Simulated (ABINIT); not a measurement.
# Mg3SiS (Pm-3m): phonons by linear response, part 2 of 4

How does Mg3SiS (Pm-3m) vibrate, and is this structure a minimum?

ABINIT 10.8.3; DFT LDA, scalar-relativistic, plane waves, HGH norm-conserving pseudopotentials.

So far. Step 5 (Relaxation): The volume changes by +0.9 % in this run and stands -30.0 % from the first cell. The relaxed cell has a = 4.638 Å (conventional setting).

The structure was built from a prototype and need not be the compound's stable phase.

## (7) Zone-centre response

At q = 0 one unit cell holds all displacements. The response is solved for single atoms along the cell's directions, and symmetry skips those that follow from others. The crystal is treated as a metal, which screens a static field, so no field response is asked.

File dfpt_gamma.abi:

```

# common to the responses
getwfk_filepath "gso_WFK"
kptopt 2
nqpt 1
qpt 0.0 0.0 0.0
asr 0
chneut 0

# displacements
rfphon 1
rfatpol 1 5
rfdir 1 1 1
tolvrs 1.0d-10
prtwf 0

# basis, mesh and filling
ecut 30.0
ixc 7
ngkpt 6 6 6
nshiftk 1
shiftk 0.0 0.0 0.0
istwfk *1
occopt 3
tsmear 0.01
nband 14
nstep 100
diemac 1000000.0
prtebands 0
prtgsr 0
useylm 1

# cell and atoms
acell 3*1.0 Angstrom
rprim 
    4.638016317 0.0 0.0
    0.0 4.638016317 0.0
    0.0 0.0 4.638016317
ntypat 3
znucl 14 16 12
natom 5
typat 1 2 3 3 3
xred 
    0.0 0.0 0.0
    0.5 0.5 0.5
    0.5 0.5 0.0
    0.5 0.0 0.5
    0.0 0.5 0.5
pp_dirpath "./pseudo"
pseudos "Si.hgh, S.hgh, Mg.hgh"
```

On the command line:

```sh
OMP_NUM_THREADS=1 mpirun -n 4 abinit dfpt_gamma.abi > dfpt_gamma.log
```

Numbers of over 12 decimals in the logs are rounded to 6 here.

dfpt_gamma.abo, the main output file:

```text
[banners, grids, parts of the stress and lines that vanish by symmetry left out]
- input  file    -> dfpt_gamma.abi
- output file    -> dfpt_gamma.abo
- root for input  files -> dfpt_gammai
- root for output files -> dfpt_gammao

 Symmetries : space group Pm -3 m (#221); Bravais cP (primitive cubic)
================================================================================
 Values of the parameters that define the memory need of the present run (RF).
     intxc =       0      iscf =       7    lmnmax =       5     lnmax =       3
     mgfft =      45  mpssoang =       2    mqgrid =    3001     natom =       5
  nloc_mem =       1    nspden =       1   nspinor =       1    nsppol =       1
      nsym =      48    n1xccc =       0    ntypat =       3    occopt =       3
   xclevel =       1
-    mband =          14        mffmem =           1         mkmem =          28
-   mkqmem =          28        mk1mem =          28           mpw =        5315
      nfft =       91125          nkpt =         112
- my_mband =          14
================================================================================
================================================================================

--------------------------------------------------------------------------------
------------- Echo of variables that govern the present computation ------------
--------------------------------------------------------------------------------
-
- outvars: echo of selected default values
-   iomode0 =  0 , fftalg0 =312 , wfoptalg0 =  0
-
- outvars: echo of global parameters not present in the input file
-  max_nthreads =    1
-
 -outvars: echo values of preprocessed input variables
 [... echo left out ...]
================================================================================

 chkinp: Checking input parameters for consistency.

[...]
== DATASET  1 ==================================================================
-   mpi_nproc: 4, omp_nthreads: 1 (-1 if OMP is not activated)

--- !DatasetInfo
iteration_state: {dtset: 1, }
dimensions: {natom: 5, nkpt: 112, mband: 14, nsppol: 1, nspinor: 1, nspden: 1, mpw: 5315, }
cutoff_energies: {ecut:  30.0, pawecutdg:  -1.0, }
electrons: {nelect:   1.60000000E+01, charge:   0.00000000E+00, occopt:   3.00000000E+00, tsmear:   1.00000000E-02, }
meta: {optdriver: 1, rfphon: 1, }
...

 mkfilename: getwfk from: gso_WFK

 Exchange-correlation functional for the present dataset will be:
  LDA: Perdew-Wang 92 LSD fit to Ceperley-Alder data - ixc=7
 Citation for XC functional:
  J.P.Perdew and Y.Wang, PRB 45, 13244 (1992)

 Real(R)+Recip(G) space primitive vectors, cartesian coordinates (Bohr,Bohr^-1):
 R(1)=  8.7645806  0.0000000  0.0000000  G(1)=  0.1140956  0.0000000  0.0000000
 R(2)=  0.0000000  8.7645806  0.0000000  G(2)=  0.0000000  0.1140956  0.0000000
 R(3)=  0.0000000  0.0000000  8.7645806  G(3)=  0.0000000  0.0000000  0.1140956
 Unit cell volume ucvol=  6.7327644E+02 bohr^3
 Angles (23,13,12)=  9.00000000E+01  9.00000000E+01  9.00000000E+01 degrees
 setup1 : take into account q-point for computing boxcut.

 getcut: wavevector=  0.0000  0.0000  0.0000  ngfft=  45  45  45
         ecut(hartree)=     30.000   => boxcut(ratio)=   2.03608

--- Pseudopotential description ------------------------------------------------
- pspini: atom type   1  psp file is ./pseudo/Si.hgh

- pspini: atom type   2  psp file is ./pseudo/S.hgh

- pspini: atom type   3  psp file is ./pseudo/Mg.hgh

  -4.38971741E+02                                ecore*ucvol(ha*bohr**3)
--------------------------------------------------------------------------------

 ==>  initialize data related to q vector <==

 The list of irreducible perturbations for this q vector is:
    1)    idir= 1    ipert=   1
    2)    idir= 1    ipert=   2
    3)    idir= 1    ipert=   3
    4)    idir= 3    ipert=   3

[...]
The perturbation idir=   2  ipert=   1 is
 symmetric of a previously calculated perturbation.
 So, its SCF calculation is not needed.

 The perturbation idir=   3  ipert=   1 is
 symmetric of a previously calculated perturbation.
 So, its SCF calculation is not needed.

 The perturbation idir=   2  ipert=   2 is
 symmetric of a previously calculated perturbation.
 So, its SCF calculation is not needed.

 The perturbation idir=   3  ipert=   2 is
 symmetric of a previously calculated perturbation.
 So, its SCF calculation is not needed.

[...]
The perturbation idir=   2  ipert=   5 is
 symmetric of a previously calculated perturbation.
 So, its SCF calculation is not needed.

 The perturbation idir=   3  ipert=   5 is
 symmetric of a previously calculated perturbation.
 So, its SCF calculation is not needed.

--------------------------------------------------------------------------------
 Perturbation wavevector (in red.coord.)   0.000000  0.000000  0.000000
 Perturbation : displacement of atom   1   along direction   1
 Found     8 symmetries that leave the perturbation invariant.

[...]
dfpt_looppert : total number of electrons, from k and k+q
  fully or partially occupied states are    1.600000E+01 and    1.600000E+01.
 Initialisation of the first-order wave-functions :
  ireadwf=   0

--- !BeginCycle
iteration_state: {dtset: 1, }
solver: {iscf: 7, nstep: 100, nline: 4, wfoptalg: 0, }
tolerances: {tolvrs: 1.00E-10, }
...

     iter   2DEtotal(Ha)        deltaE(Ha) residm    vres2
-ETOT  1   74.199490633405     -3.801E+01 9.996E+00 2.908E+05
 ETOT  2  0.960529     -7.324E+01 1.199E+00 1.072E+03
 ETOT  3  0.442967     -5.176E-01 5.608E-02 2.449E+02
 ETOT  4  0.381556     -6.141E-02 1.890E-02 5.043E+00
 ETOT  5  0.379105     -2.451E-03 2.762E-03 4.789E-02
[...]
At SCF step   11       vres2   =  1.20E-12 < tolvrs=  1.00E-10 =>converged.
[...]
Mean square residual over all n,k,spin=   93.929E-10; max=  42.826E-07

 Thirteen components of 2nd-order total energy (hartree) are
 1,2,3: 0th-order hamiltonian combined with 1st-order wavefunctions
     kin0=   1.20285044E+02 eigvalue=  -8.42228723E+00  local=  -1.06986183E+02
 4,5,6: 1st-order hamiltonian combined with 1st and 0th-order wfs
 loc psp =   5.22405049E+01  Hartree=   3.39709400E+01     xc=  -1.28221342E+01
 note that "loc psp" includes a xc core correction that could be resolved
 7,8,9: eventually, occupation + non-local contributions
    edocc=   8.11710156E+00     enl0=   7.76904665E+01   enl1=  -2.75906399E+02
 1-9 gives the relaxation energy (to be shifted if some occ is /=2.0)
   erelax=  -1.11832947E+02
 10,11,12 Non-relaxation  contributions : frozen-wavefunctions and Ewald
 fr.local=  -5.24570498E+01 fr.nonlo=   1.41728810E+02  Ewald=   2.29402796E+01
 13,14 Frozen wf xc core corrections (1) and (2)
 frxc 1  =   0.00000000E+00  frxc 2 =   0.00000000E+00
 Resulting in :
 2DEtotal=    0.3790929209E+00 Ha. Also 2DEtotal=    0.103156438926E+02 eV
    (2DErelax=   -1.1183294719E+02 Ha. 2DEnonrelax=    1.1221204011E+02 Ha)
    (  non-var. 2DEtotal :    3.7909288030E-01 Ha)

[...]
Perturbation wavevector (in red.coord.)   0.000000  0.000000  0.000000
 Perturbation : displacement of atom   2   along direction   1
 Found     8 symmetries that leave the perturbation invariant.

[...]
dfpt_looppert : total number of electrons, from k and k+q
  fully or partially occupied states are    1.600000E+01 and    1.600000E+01.
 Initialisation of the first-order wave-functions :
  ireadwf=   0

--- !BeginCycle
iteration_state: {dtset: 1, }
solver: {iscf: 7, nstep: 100, nline: 4, wfoptalg: 0, }
tolerances: {tolvrs: 1.00E-10, }
...

     iter   2DEtotal(Ha)        deltaE(Ha) residm    vres2
-ETOT  1   433.87195759886     -1.140E+02 5.765E+00 1.406E+06
[...]
At SCF step   11       vres2   =  1.86E-11 < tolvrs=  1.00E-10 =>converged.
[...]
Mean square residual over all n,k,spin=   51.683E-09; max=  13.164E-06

 Thirteen components of 2nd-order total energy (hartree) are
 1,2,3: 0th-order hamiltonian combined with 1st-order wavefunctions
     kin0=   5.51056303E+02 eigvalue=   2.29046256E+00  local=  -5.43237477E+02
 4,5,6: 1st-order hamiltonian combined with 1st and 0th-order wfs
 loc psp =  -7.41792668E+01  Hartree=   1.71304031E+02     xc=  -5.02415913E+01
 note that "loc psp" includes a xc core correction that could be resolved
 7,8,9: eventually, occupation + non-local contributions
    edocc=   3.56343033E+01     enl0=   3.72858881E+02   enl1=  -1.00515056E+03
 1-9 gives the relaxation energy (to be shifted if some occ is /=2.0)
   erelax=  -5.39664914E+02
 10,11,12 Non-relaxation  contributions : frozen-wavefunctions and Ewald
 fr.local=  -8.98562094E-01 fr.nonlo=   5.20112788E+02  Ewald=   2.86753495E+01
 13,14 Frozen wf xc core corrections (1) and (2)
 frxc 1  =   0.00000000E+00  frxc 2 =   0.00000000E+00
 Resulting in :
 2DEtotal=    0.8224661374E+01 Ha. Also 2DEtotal=    0.223804437379E+03 eV
    (2DErelax=   -5.3966491381E+02 Ha. 2DEnonrelax=    5.4788957518E+02 Ha)
    (  non-var. 2DEtotal :    8.2246617696E+00 Ha)

[...]
Perturbation wavevector (in red.coord.)   0.000000  0.000000  0.000000
 Perturbation : displacement of atom   3   along direction   1
 Found     4 symmetries that leave the perturbation invariant.

[...]
dfpt_looppert : total number of electrons, from k and k+q
  fully or partially occupied states are    1.600000E+01 and    1.600000E+01.
 Initialisation of the first-order wave-functions :
  ireadwf=   0

--- !BeginCycle
iteration_state: {dtset: 1, }
solver: {iscf: 7, nstep: 100, nline: 4, wfoptalg: 0, }
tolerances: {tolvrs: 1.00E-10, }
...

     iter   2DEtotal(Ha)        deltaE(Ha) residm    vres2
-ETOT  1   5.783565     -5.320E+00 4.236E-01 2.934E+04
[...]
At SCF step   10       vres2   =  3.64E-11 < tolvrs=  1.00E-10 =>converged.
[...]
Mean square residual over all n,k,spin=   13.945E-10; max=  67.143E-08

 Thirteen components of 2nd-order total energy (hartree) are
 1,2,3: 0th-order hamiltonian combined with 1st-order wavefunctions
     kin0=   1.24450855E+01 eigvalue=  -9.62365691E-01  local=  -6.98620234E+00
 4,5,6: 1st-order hamiltonian combined with 1st and 0th-order wfs
 loc psp =  -1.21813552E+00  Hartree=   2.99823787E+00     xc=  -1.25373286E+00
 note that "loc psp" includes a xc core correction that could be resolved
 7,8,9: eventually, occupation + non-local contributions
    edocc=   8.98092557E-01     enl0=   5.09962932E+00   enl1=  -2.32593532E+01
 1-9 gives the relaxation energy (to be shifted if some occ is /=2.0)
   erelax=  -1.22387443E+01
 10,11,12 Non-relaxation  contributions : frozen-wavefunctions and Ewald
 fr.local=   1.60876983E+00 fr.nonlo=   1.47281637E+01  Ewald=  -5.23363964E+00
 13,14 Frozen wf xc core corrections (1) and (2)
 frxc 1  =   0.00000000E+00  frxc 2 =   0.00000000E+00
 Resulting in :
 2DEtotal=   -0.1135450473E+01 Ha. Also 2DEtotal=   -0.308971813931E+02 eV
    (2DErelax=   -1.2238744342E+01 Ha. 2DEnonrelax=    1.1103293868E+01 Ha)
    (  non-var. 2DEtotal :   -1.1354504784E+00 Ha)

[...]
Perturbation wavevector (in red.coord.)   0.000000  0.000000  0.000000
 Perturbation : displacement of atom   3   along direction   3
 Found     8 symmetries that leave the perturbation invariant.

--------------------------------------------------------------------------------

--------------------------------------------------------------------------------

 dfpt_looppert : total number of electrons, from k and k+q
  fully or partially occupied states are    1.600000E+01 and    1.600000E+01.
 Initialisation of the first-order wave-functions :
  ireadwf=   0

--- !BeginCycle
iteration_state: {dtset: 1, }
solver: {iscf: 7, nstep: 100, nline: 4, wfoptalg: 0, }
tolerances: {tolvrs: 1.00E-10, }
...

     iter   2DEtotal(Ha)        deltaE(Ha) residm    vres2
-ETOT  1   24.276465297568     -4.598E+00 2.810E-01 4.951E+04
[...]
ETOT  8   10.809106730689     -3.118E-10 6.841E-06 4.253E-09
 ETOT  9   10.809106730687     -2.160E-12 1.101E-06 9.596E-11

 At SCF step    9       vres2   =  9.60E-11 < tolvrs=  1.00E-10 =>converged.
[...]
Mean square residual over all n,k,spin=   42.762E-10; max=  11.011E-07

 Thirteen components of 2nd-order total energy (hartree) are
 1,2,3: 0th-order hamiltonian combined with 1st-order wavefunctions
     kin0=   1.83285742E+01 eigvalue=  -4.17868992E-01  local=  -1.13150751E+01
 4,5,6: 1st-order hamiltonian combined with 1st and 0th-order wfs
 loc psp =   2.17600591E+00  Hartree=   4.41987146E+00     xc=  -1.36217352E+00
 note that "loc psp" includes a xc core correction that could be resolved
 7,8,9: eventually, occupation + non-local contributions
    edocc=   9.31849502E-01     enl0=   7.48003428E+00   enl1=  -3.83064294E+01
 1-9 gives the relaxation energy (to be shifted if some occ is /=2.0)
   erelax=  -1.80652117E+01
 10,11,12 Non-relaxation  contributions : frozen-wavefunctions and Ewald
 fr.local=  -6.26752557E+01 fr.nonlo=   4.09368055E+01  Ewald=   5.06127686E+01
 13,14 Frozen wf xc core corrections (1) and (2)
 frxc 1  =   0.00000000E+00  frxc 2 =   0.00000000E+00
 Resulting in :
 2DEtotal=    0.1080910673E+02 Ha. Also 2DEtotal=    0.294130778223E+03 eV
    (2DErelax=   -1.8065211673E+01 Ha. 2DEnonrelax=    2.8874318403E+01 Ha)
    (  non-var. 2DEtotal :    1.0809106658E+01 Ha)

[...]
---- first-order wavefunction calculations are completed ----

 ==> Compute Derivative Database <==

 [... matrices left out ...]
  Phonon wavevector (reduced coordinates) :  0.00000  0.00000  0.00000
 Phonon energies in Hartree :
  -7.437017E-04 -7.437017E-04 -7.437017E-04 -6.022062E-04 -6.022062E-04
  -6.022062E-04 -1.369375E-05 -1.369374E-05 -1.369374E-05  6.057084E-04
   6.057084E-04  6.057084E-04  2.232896E-03  2.232896E-03  2.232896E-03
 Phonon frequencies in cm-1    :
- -1.632237E+02 -1.632237E+02 -1.632237E+02 -1.321690E+02 -1.321690E+02
- -1.321690E+02 -3.005430E+00 -3.005430E+00 -3.005429E+00  1.329376E+02
-  1.329376E+02  1.329376E+02  4.900641E+02  4.900641E+02  4.900641E+02

== END DATASET(S) ==============================================================
================================================================================

 -outvars: echo values of variables after computation
            acell      1.8897261259E+00  1.8897261259E+00  1.8897261259E+00 Bohr
           etotal      1.0809106731E+01
            fcart      0.0000000000E+00  0.0000000000E+00  0.0000000000E+00
           strten      0.0000000000E+00  0.0000000000E+00  0.0000000000E+00
================================================================================
```

Elapsed: 2 min, on 4 MPI ranks of Arm Neoverse V1, shared host.

Read from the output:

| Quantity | Value |
| --- | --- |
| largest acoustic frequency at the zone centre before the sum rule | -3.01 cm⁻¹ |
| highest optical zone-centre mode (no LO-TO term) | 490.1 cm⁻¹ |
| lowest optical zone-centre mode | -163.2 cm⁻¹ |

The acoustic modes at Γ come out as far as 3.0 cm⁻¹ from zero, where they should vanish, a small numerical error. The lowest optical mode is imaginary, 163i cm⁻¹, an instability at this level and on this k mesh.

(Part 2 of 4 ends here.)

[Host names and launcher messages were left out of these logs when they were recorded.]

[Logs are printed without paths, hosts, clocks, repeated set-up lines and the standing remarks that a program may print on its own settings, such as how far it seeks lower states.]

[Hosts, paths, dates, database ids (printed as entryN), source tags and the programs' standing remarks are cut or masked in the printed files.]
